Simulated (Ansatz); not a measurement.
# Li on W(110): change of the work function, part 2 of 5

Aim: the work function of W(110) at several coverages of Li (longbridge site), and the dipole that each adsorbate carries.

Ansatz 0.2.0; plane-wave DFT, PBE, Ansatz PAW.

So far, work function, upper face (eV): step 2 (the clean slab) 4.84.

## 3. The covered slab, k-mesh 6×6×1, coverage 0.25 ML

System of this step: LiW16 (Li/W(110)). The cell holds 17 atoms: 16 W and 1 Li. Its edges and angles: a = 5.473 Å, b = 5.473 Å, c = 27.302 Å, α = 90.0°, β = 90.0°, γ = 70.5°. Vacuum lies along c.

The clean slab as it ended is repeated in the plane and the adsorbate is set on one face; the cell's size fixes the coverage, and the k-mesh shrinks with it to keep the sampling density about even. Adsorbate and upper layers relax, since the dipole depends on the height.

input.yaml

```yaml
crystal:
  lattice:
    - [4.468914857, -3.16, 0.0]
    - [4.468914857, 3.16, 0.0]
    - [0.0, 0.0, 27.3019646541]
  atoms:
    - { symbol: W, position: [0.0, 0.0, 0.3296466065] }
    - { symbol: W, position: [0.25, 0.25, 0.4114889742] }
    - { symbol: W, position: [0.0, 0.0, 0.4947187085] }
    - { symbol: W, position: [0.25, 0.25, 0.5750121568] }
    - { symbol: W, position: [0.0, 0.5, 0.3296466065] }
    - { symbol: W, position: [0.25, 0.75, 0.4114889742] }
    - { symbol: W, position: [0.0, 0.5, 0.4947187085] }
    - { symbol: W, position: [0.25, 0.75, 0.5750121568] }
    - { symbol: W, position: [0.5, 0.0, 0.3296466065] }
    - { symbol: W, position: [0.75, 0.25, 0.4114889742] }
    - { symbol: W, position: [0.5, 0.0, 0.4947187085] }
    - { symbol: W, position: [0.75, 0.25, 0.5750121568] }
    - { symbol: W, position: [0.5, 0.5, 0.3296466065] }
    - { symbol: W, position: [0.75, 0.75, 0.4114889742] }
    - { symbol: W, position: [0.5, 0.5, 0.4947187085] }
    - { symbol: W, position: [0.75, 0.75, 0.5750121568] }
    - { symbol: Li, position: [0.0, 0.0, 0.6703533935] }
kpoints:
  mp_grid: { grid: [6, 6, 1] }
hamiltonian:
  xc: pbe
scf:
  occupations: { method: fermi_dirac, width: 0.1 }
  convergence: { dr2_threshold: 1.0e-08 }
efield:
  axis: 3
  dipole_correction: true
  ramp_position: 0.97
  ramp_width: 0.06
relax:
  f_tol: 0.02
  max_steps: 60
  constraints: [{ sites: [0, 1, 4, 5, 8, 9, 12, 13] }]
output:
  bader: true
  dos: { projected: true, e_range: [-8, 4] }
  write_potential: true
  write_density: true
  volumetric_format: npy
  elf: true
```

Started as:

```console
ansatz run input.yaml --threads 4 --pin off --max-ram 6144MiB --backend cpu --events-out ev --progress --plain --runs-dir out
```

What it wrote:

```text
[...]
Crystal: 17 atoms, lattice volume = 771.104 Å³
Basis set: ecut = 420 eV, 15123 PW (Γ), exchange–correlation on 80×80×384 points (8 copies of the dense FFT grid, shifted against one another)
Bands: 137, of which v1, the nominal top of the filled ones, is band 114 counted from 1 (113 counted from 0)
Symmetry: 4 space group operations
[...]
k-points: 13 of 36
[...]
SCF iter   1: F=—  HF=-166351.605226 eV  |F-HF|=—  |Δ(HF+E_count)|=         —  Δρ=9.48e-3  dr2=1.74e1  ethr=1.77e-3  p=0.650 e·Å  D=1.52e-1 V/Å  ΔV_dip=-4.16 eV  dr2_dipole=9.08e0  V_vac-E_F(+/−)=1.08/5.24 eV  ⟨swp⟩=10.3  Hψ=9267  notcnv=0
[...]
SCF iter  11: F=-166351.152473 eV  HF=-166351.152473 eV  |F-HF|=6.98e-10  |Δ(HF+E_count)|=   6.37e-9  Δρ=2.19e-7  dr2=1.30e-9  ethr=4.41e-12  p=0.457 e·Å  D=1.07e-1 V/Å  ΔV_dip=-2.93 eV  dr2_dipole=4.98e-10  V_vac-E_F(+/−)=1.96/4.89 eV  ⟨swp⟩=10.2  Hψ=11377  notcnv=0
SCF 1 converged in 11 iterations: F = -166351.152473 eV  dr2 = 1.30e-9
[...]
relax step   1: F+E_penalty+E_count = -166351.15247314 eV  Δ(F+E_penalty+E_count) = +0.000e0 eV  max|allowed force component| = 7.394e-1 eV/Å  Δτ_max = 0.0000 Å  (11 SCF iters, accepted)
[...]
SCF iter   1: F=—  HF=-166351.303982 eV  |F-HF|=—  |Δ(HF+E_count)|=         —  Δρ=3.80e-3  dr2=6.72e-1  ethr=2.46e-4  p=0.457 e·Å  D=1.07e-1 V/Å  ΔV_dip=-2.93 eV  dr2_dipole=2.33e-1  V_vac-E_F(+/−)=1.99/4.92 eV  ⟨swp⟩=1.8  Hψ=5670  notcnv=0
[...]
eigensolver tolerance schedule calibrated: the retry pair's looser diagonalisation under-reported the residual by θ = 0.17 (0.15/decade); ethr = c·dr2/N_el runs at the constant in force after the calibration composes with the one it found (an armed cap, an earlier calibration), c = 4.2e-2
[...]
SCF iter   2: F=—  HF=-166351.278448 eV  |F-HF|=—  |Δ(HF+E_count)|=   2.55e-2  Δρ=1.84e-3  dr2=9.40e-2  ethr=1.24e-4  p=0.420 e·Å  D=9.85e-2 V/Å  ΔV_dip=-2.69 eV  dr2_dipole=2.19e-3  V_vac-E_F(+/−)=2.20/4.89 eV  ⟨swp⟩=3.1  Hψ=3576  notcnv=0
[...]
SCF iter  10: F=-166351.265962 eV  HF=-166351.265962 eV  |F-HF|=2.97e-9  |Δ(HF+E_count)|=  3.20e-10  Δρ=3.26e-7  dr2=2.39e-9  ethr=1.84e-12  p=0.406 e·Å  D=9.52e-2 V/Å  ΔV_dip=-2.60 eV  dr2_dipole=1.68e-10  V_vac-E_F(+/−)=2.29/4.89 eV  ⟨swp⟩=12.3  Hψ=13411  notcnv=0
SCF 2 converged in 10 iterations: F = -166351.265962 eV  dr2 = 2.39e-9
relax step   2: F+E_penalty+E_count = -166351.26596232 eV  Δ(F+E_penalty+E_count) = -1.135e-1 eV  max|allowed force component| = 6.045e-1 eV/Å  Δτ_max = 0.1949 Å  (10 SCF iters, accepted)
SCF iter   1: F=—  HF=-166351.306224 eV  |F-HF|=—  |Δ(HF+E_count)|=         —  Δρ=2.40e-3  dr2=3.49e-1  ethr=1.84e-3  p=0.406 e·Å  D=9.52e-2 V/Å  ΔV_dip=-2.60 eV  dr2_dipole=1.14e-1  V_vac-E_F(+/−)=2.31/4.91 eV  ⟨swp⟩=4.2  Hψ=3150  notcnv=0
[...]
SCF iter   9: F=-166351.303776 eV  HF=-166351.303776 eV  |F-HF|=9.63e-9  |Δ(HF+E_count)|=   2.88e-8  Δρ=6.36e-7  dr2=6.47e-9  ethr=4.41e-12  p=0.367 e·Å  D=8.62e-2 V/Å  ΔV_dip=-2.35 eV  dr2_dipole=1.59e-13  V_vac-E_F(+/−)=2.53/4.88 eV  ⟨swp⟩=12.8  Hψ=14217  notcnv=0
SCF 3 converged in 9 iterations: F = -166351.303776 eV  dr2 = 6.47e-9
relax step   3: F+E_penalty+E_count = -166351.30377598 eV  Δ(F+E_penalty+E_count) = -3.781e-2 eV  max|allowed force component| = 1.541e-1 eV/Å  Δτ_max = 0.1679 Å  (9 SCF iters, accepted)
[...]
relax step   4: F+E_penalty+E_count = -166351.30781563 eV  Δ(F+E_penalty+E_count) = -4.040e-3 eV  max|allowed force component| = 3.493e-2 eV/Å  Δτ_max = 0.0492 Å  (8 SCF iters, accepted)
SCF iter   1: F=—  HF=-166351.307556 eV  |F-HF|=—  |Δ(HF+E_count)|=         —  Δρ=2.50e-4  dr2=3.13e-3  ethr=1.09e-5  p=0.382 e·Å  D=8.97e-2 V/Å  ΔV_dip=-2.45 eV  dr2_dipole=1.15e-3  V_vac-E_F(+/−)=2.44/4.89 eV  ⟨swp⟩=2.0  Hψ=2715  notcnv=0
[...]
SCF iter   7: F=-166351.308054 eV  HF=-166351.308054 eV  |F-HF|=9.78e-9  |Δ(HF+E_count)|=   3.05e-8  Δρ=4.54e-7  dr2=2.90e-9  ethr=4.41e-12  p=0.379 e·Å  D=8.89e-2 V/Å  ΔV_dip=-2.43 eV  dr2_dipole=3.79e-14  V_vac-E_F(+/−)=2.46/4.88 eV  ⟨swp⟩=10.3  Hψ=14570  notcnv=0
SCF 5 converged in 7 iterations: F = -166351.308054 eV  dr2 = 2.90e-9
relax step   5: F+E_penalty+E_count = -166351.30805407 eV  Δ(F+E_penalty+E_count) = -2.384e-4 eV  max|allowed force component| = 1.680e-2 eV/Å  Δτ_max = 0.0096 Å  (7 SCF iters, accepted)
NSCF: frozen V_eff on 13 k-points
[...]
SCF converged after 7 iterations
Free energy (F): -166351.308054 eV
[...]
Internal energy: -166350.900820 eV  (E = F + TS)
E sigma→0 (E₀):  -166351.104437 eV
Entropy (-TS):   -0.407234 eV (-23.955 meV/atom)
Fermi energy:    5.150534 eV
Dipole field:    D = 0.088912 V/Å  (p = 0.378890 e·Å, saw-weighted, corrected)
Work function:   Φ+ = 2.4574 eV   Φ− = 4.8849 eV
[...]
--- Forces (eV/Å), atoms counted from 1 ---
  atom   1  W      0.00000000     0.00000000     0.37377733
  atom   2  W     -0.00178186    -0.00000000    -0.34297733
  atom   3  W      0.00000000     0.00000000     0.00130462
  atom   4  W      0.01680343    -0.00000000    -0.01195693
  atom   5  W     -0.00000000     0.00000000     0.36222661
  atom   6  W     -0.00000000     0.04021875    -0.39303672
  atom   7  W      0.00000000     0.00000000    -0.00234058
  atom   8  W     -0.00000000     0.00328934     0.01003381
  atom   9  W     -0.00000000     0.00000000     0.36222661
  atom  10  W      0.00000000    -0.04021875    -0.39303672
  atom  11  W      0.00000000    -0.00000000    -0.00234058
  atom  12  W      0.00000000    -0.00328934     0.01003381
  atom  13  W      0.00000000    -0.00000000     0.37971558
  atom  14  W      0.00178186     0.00000000    -0.34297733
  atom  15  W      0.00000000     0.00000000    -0.00193623
  atom  16  W     -0.01680343     0.00000000    -0.01195693
  atom  17  Li     0.00000000     0.00000000     0.00324477
  max |Σ_I F_I| component: 3.82e-6 eV/Å
--- Band table (eV; the first three rows and the last of 13) ---
  k-point 0: bands = [... 110 lower, 5.6693, 5.7964, 5.8052, 5.8694, 6.0261, 6.2183, 6.2612, 6.6994, ... 19 higher]
  k-point 1: bands = [... 110 lower, 5.1722, 5.3449, 5.4288, 5.5903, 6.1507, 6.2088, 6.3566, 6.4812, ... 19 higher]
  k-point 2: bands = [... 110 lower, 4.6505, 4.7394, 5.0411, 5.1337, 5.3575, 5.5888, 5.8304, 6.1029, ... 19 higher]
  k-point 12: bands = [... 110 lower, 4.3878, 4.3880, 4.4696, 4.6102, 4.6337, 4.7613, 4.7976, 5.2345, ... 19 higher]
--- Relaxed structure (5 steps of the walk, 5 accepted, 0 SCFs on fresh bases) ---
  F+E_penalty+E_count = -166351.30805407 eV   max|allowed force component| = 1.680e-2 eV/Å
  atoms:
    - { symbol: W, position: [0.0, 0.0, 0.3296466065] }
    - { symbol: W, position: [0.25, 0.25, 0.4114889742] }
    - { symbol: W, position: [0, 0, 0.494595] }
    - { symbol: W, position: [0.247712, 0.247712, 0.576307] }
    - { symbol: W, position: [-5.551115e-17, 0.5, 0.3296466065] }
    - { symbol: W, position: [0.250000, 0.75, 0.4114889742] }
    - { symbol: W, position: [-5.551115e-17, 0.5, 0.494584] }
    - { symbol: W, position: [0.254651, 0.745349, 0.574734] }
    - { symbol: W, position: [0.5, -5.551115e-17, 0.3296466065] }
    - { symbol: W, position: [0.75, 0.250000, 0.4114889742] }
    - { symbol: W, position: [0.5, -5.551115e-17, 0.494584] }
    - { symbol: W, position: [0.745349, 0.254651, 0.574734] }
    - { symbol: W, position: [0.5, 0.5, 0.3296466065] }
    - { symbol: W, position: [0.75, 0.75, 0.4114889742] }
    - { symbol: W, position: [0.5, 0.5, 0.494167] }
    - { symbol: W, position: [0.752288, 0.752288, 0.576307] }
    - { symbol: Li, position: [0, 0, 0.658514] }
--- Bader charges: 17 sites ---
  site symbol  charge [e]  shift [e]
     0      W     -0.0543     0.0000
     1      W      0.0533     0.0000
     2      W      0.0497     0.0000
     3      W     -0.2023     0.0001
     4      W     -0.0573     0.0000
     5      W      0.0528     0.0000
     6      W      0.0503     0.0000
     7      W     -0.3107     0.0003
     8      W     -0.0573     0.0000
     9      W      0.0528     0.0000
    10      W      0.0502     0.0000
    11      W     -0.3107     0.0003
    12      W     -0.0568     0.0000
    13      W      0.0532     0.0000
    14      W      0.0411     0.0000
    15      W     -0.2023     0.0001
    16     Li      0.8481     0.0009
  estimated error of the sums over rays = 7.0e-4 e
```

It took 5 min on 4 threads of Arm Neoverse V1, shared host; peak memory 2.9 GiB.

The steps of the relaxation:

```
step  energy less that of the first step (eV)  largest force component (eV/Å)
   1                                   0.0000                          0.7394
   2                                  -0.1135                          0.6045
   3                                  -0.1513                          0.1542
   4                                  -0.1553                          0.0349
   5                                  -0.1556                          0.0168
```

Forces are held to the 4 operations that the program found; a distortion that breaks them can't arise in this run.

The atoms that moved most (Å):

```
atom      dx      dy      dz  length
Li17   0.000   0.000  -0.323   0.323
 W16   0.020   0.000   0.035   0.041
  W4  -0.020   0.000   0.035   0.041
 W12   0.000   0.029  -0.008   0.030
  W8   0.000  -0.029  -0.008   0.030
 W15   0.000   0.000  -0.015   0.015
```

The relaxed structure:

```xyz
17
Lattice="4.4689 -3.1600 0.0000 4.4689 3.1600 0.0000 0.0000 0.0000 27.3020" Properties=species:S:1:pos:R:3
W     0.0000    0.0000    9.0000
W     2.2345    0.0000   11.2345
W     0.0000    0.0000   13.5034
W     2.2140    0.0000   15.7343
W     2.2345    1.5800    9.0000
W     4.4689    1.5800   11.2345
W     2.2345    1.5800   13.5031
W     4.4689    1.5506   15.6914
W     2.2345   -1.5800    9.0000
W     4.4689   -1.5800   11.2345
W     2.2345   -1.5800   13.5031
W     4.4689   -1.5506   15.6914
W     4.4689    0.0000    9.0000
W     6.7034    0.0000   11.2345
W     4.4689    0.0000   13.4917
W     6.7238    0.0000   15.7343
Li    0.0000    0.0000   17.9787
```

This step gave:

```
energy at zero smearing        : -166351.1044 eV
work function, upper face      : 2.457 eV
work function, lower face      : 4.885 eV
dipole along the normal        : 0.3789 e·Å
step between the vacuum levels : -2.427 eV
```

Running mean over 2.234 Å of the planar mean; the ramp of the sawtooth is left out. Table of electron's electrostatic potential energy less the Fermi level by z:

```
z (Å)  electron's electrostatic potential energy less the Fermi level (eV)
  3.5                                                                 4.88
  4.0                                                                 4.88
  4.5                                                                 4.88
  5.0                                                                 4.87
  5.5                                                                 4.84
  6.0                                                                 4.74
  6.5                                                                 4.40
  7.0                                                                 3.27
  7.5                                                               -0.138
  8.0                                                                -5.75
  8.5                                                                -10.5
  9.0                                                                -12.2
  9.5                                                                -12.5
 10.0                                                                -12.6
 10.5                                                                -12.7
 11.0                                                                -12.7
 11.5                                                                -12.7
 12.0                                                                -12.5
 12.5                                                                -12.4
 13.0                                                                -12.6
 13.5                                                                -12.7
 14.0                                                                -12.8
 14.5                                                                -12.8
 15.0                                                                -12.7
 15.5                                                                -12.4
 16.0                                                                -11.5
 16.5                                                                -8.35
 17.0                                                                -3.34
 17.5                                                                0.551
 18.0                                                                 1.81
 18.5                                                                 1.93
 19.0                                                                 2.04
 19.5                                                                 2.28
 20.0                                                                 2.39
 20.5                                                                 2.43
 21.0                                                                 2.45
 21.5                                                                 2.45
 22.0                                                                 2.46
 22.5                                                                 2.46
 23.0                                                                 2.46
 23.5                                                                 2.46
 24.0                                                                 2.46
```

The density of states has structure finer than the step of the table below, so its rows give means over 0.5 eV. Peaks (eV: height): -3.10: 38.2, -2.95: 27.0, -2.83: 28.3, -2.74: 28.7, -2.59: 27.9, -1.98: 28.4, -1.47: 26.8.

The density of states by energy, zero at the Fermi level; means over each step:

energy (eV), density of states (states/eV a cell) and a bar:
```
     -7.5        1.7 
     -7.0        2.2 #
     -6.5        2.2 #
     -6.0        6.3 ######
     -5.5       10.0 ###########
     -5.0       11.5 #############
     -4.5       17.6 ######################
     -4.0       11.2 #############
     -3.5       10.2 ############
     -3.0       23.8 ##############################
     -2.5       21.1 ##########################
     -2.0       21.6 ###########################
     -1.5       20.7 ##########################
     -1.0       13.0 ###############
     -0.5       11.8 ##############
      0.0       12.2 ##############
      0.5       13.0 ###############
      1.0       16.5 ####################
      1.5       19.5 ########################
```

Projected DOS per atom over height of the atomic layer and energy from the Fermi level. Layers: W4 W4 W4 W4 Li from below.

Ten even steps from '0' (0.00 states/eV) to '9' (1.67 states/eV), each cell a mean:
```
67662
66661
63351
53350
42250
52250
72261
95591
86691
76680
89880
48850
33330
44440
57750
25520
24520
12310
01100
01000
00000
00000
```
Columns: height of the atomic layer (Å) from 9 to 18.0; rows upwards: energy from the Fermi level (eV) from -7.96 to 1.84.

ELF in the ca plane at fractional y = 0.000, with atoms of W and Li within 0.2 Å of it. It is the smooth field of the valence electrons, not physical close to the nuclei.

Values in units of 1e-1, 8 rows by 16 columns, each cell a mean:
```
5.6 3.7 3.6 3.6 5.3 4.5 3.9 4.2 3.1 5.4 0.1 0.1 0.0 0.0 0.0 0.0
3.6 4.1 3.7 4.3 3.5 3.5 4.0 4.5 5.5 1.7 0.8 0.3 0.0 0.0 0.0 0.0
4.1 3.8 3.5 4.0 3.8 3.4 3.9 4.2 5.3 3.9 1.5 0.3 0.0 0.0 0.0 0.0
4.8 3.9 3.8 3.6 4.9 4.7 4.0 4.0 4.3 2.5 0.9 0.2 0.0 0.0 0.0 0.0
5.6 3.7 3.6 3.6 5.3 4.5 3.9 3.9 4.5 2.8 1.0 0.2 0.0 0.0 0.0 0.0
3.6 4.1 3.6 4.3 3.5 3.5 4.0 4.4 5.7 4.1 1.5 0.3 0.0 0.0 0.0 0.0
4.1 3.8 3.5 4.0 3.8 3.4 4.0 4.4 4.8 0.9 0.4 0.2 0.0 0.0 0.0 0.0
4.8 3.9 3.8 3.6 4.9 4.7 4.0 4.3 3.0 7.9 0.3 0.1 0.0 0.0 0.0 0.0
```
Columns run along c (16.0 Å, from fractional 0.32 to 0.91 of the cell), rows up along a (5.5 Å). Atoms in or near the plane, at fractional coordinates: W at (0.33, 0.00), W at (0.49, 0.00), W at (0.33, 0.50), W at (0.49, 0.50), Li at (0.66, 0.00).

Electrostatic potential energy in the ca plane at fractional y = 0.000, with atoms of W and Li within 0.2 Å of it. With pseudopotentials it is smooth inside the atoms' cores, unlike the true potential.

Ten even steps from '0' (-58 eV) to '9' (9 eV), each cell a mean:
```
00268999997300048999999864579999999999999999
22589999998632478999999987789999999999999999
77899988999877789998999999999999999999999999
88999988999988899998999999999999999999999999
77899988999876789998999999999999999999999999
22589999998632378999999999999999999999999999
00268999997300048999999999999999999999999999
00168999997200048999999999999999999999999999
01379999998410258999999999999999999999999999
55789988999755689998999999999999999999999999
88899988999988899998999999999999999999999999
88899988999888899998999999999999999999999999
45689988998754689999999998899999999999999999
00379999998410258999999976689999999999999999
00168999997200048999999853478999999999999999
```
Columns run along c (16.0 Å, from fractional 0.32 to 0.91 of the cell; values clipped at the 3rd and 97th percentile), rows up along a (5.5 Å). Atoms in or near the plane, at fractional coordinates: W at (0.33, 0.00), W at (0.49, 0.00), W at (0.33, 0.50), W at (0.49, 0.50), Li at (0.66, 0.00).

Valence density in the ca plane at fractional y = 0.000, with atoms of W and Li within 0.2 Å of it. It is the smooth field of the valence electrons, not physical close to the nuclei.

Ten steps, logarithmic in the rise over the least value, from '0' (0.0 e/Å³) to '9' (7.1 e/Å³), each cell a mean:
```
99853333334799864333322268720000000000000000
88643333333578753333332223200000000000000000
55433334333455433334332211000000000000000000
44333344333344333334332110000000000000000000
55433333333455433334332110000000000000000000
88643333334678753333322110000000000000000000
99853333334799864333322100000000000000000000
99854333335899974333322100000000000000000000
98753333334689864333322100000000000000000000
66543333333466643333332110000000000000000000
44333344333344433334332110000000000000000000
44333344333344433334332210000000000000000000
76543333333467643333332211100000000000000000
98753333334789864333332246510000000000000000
99854333335898974333322279830000000000000000
```
Columns run along c (16.0 Å, from fractional 0.32 to 0.91 of the cell), rows up along a (5.5 Å). Atoms in or near the plane, at fractional coordinates: W at (0.33, 0.00), W at (0.49, 0.00), W at (0.33, 0.50), W at (0.49, 0.50), Li at (0.66, 0.00).

The relaxation took 5 steps and lowered the energy by 0.16 eV; the largest force on the free atoms ends at 0.017 eV/Å.

By hand: a sheet of dipoles makes a step −p/(ε₀A) in the electron's potential. With e/ε₀ = 180.95 V·Å, p = 0.3789 e·Å and A = 28.24 Å², that is −180.95 × (0.3789) / 28.24 = -2.427 eV, and the two vacuum levels of the run differ by -2.427 eV.

The covered face has 2.46 eV, -2.39 eV against the clean one; the bare back face has moved by -0.01 eV, a measure of how thin the slab is.

(Continued in part 3 of 5.)

[Long decimals in the printed logs are rounded to 6 places.]

[Logs are printed without paths, hosts, clocks, repeated set-up lines and the standing remarks that a program may print on its own settings, such as how far it seeks lower states.]

[Hosts, paths, dates, database ids (printed as entryN), source tags and the programs' standing remarks are cut or masked in the printed files.]

[Maps of the electrostatic potential energy from Ansatz leave out the sawtooth potential of an applied field or a dipole correction, so their vacuum need not be flat; planar profiles and work functions include it.]
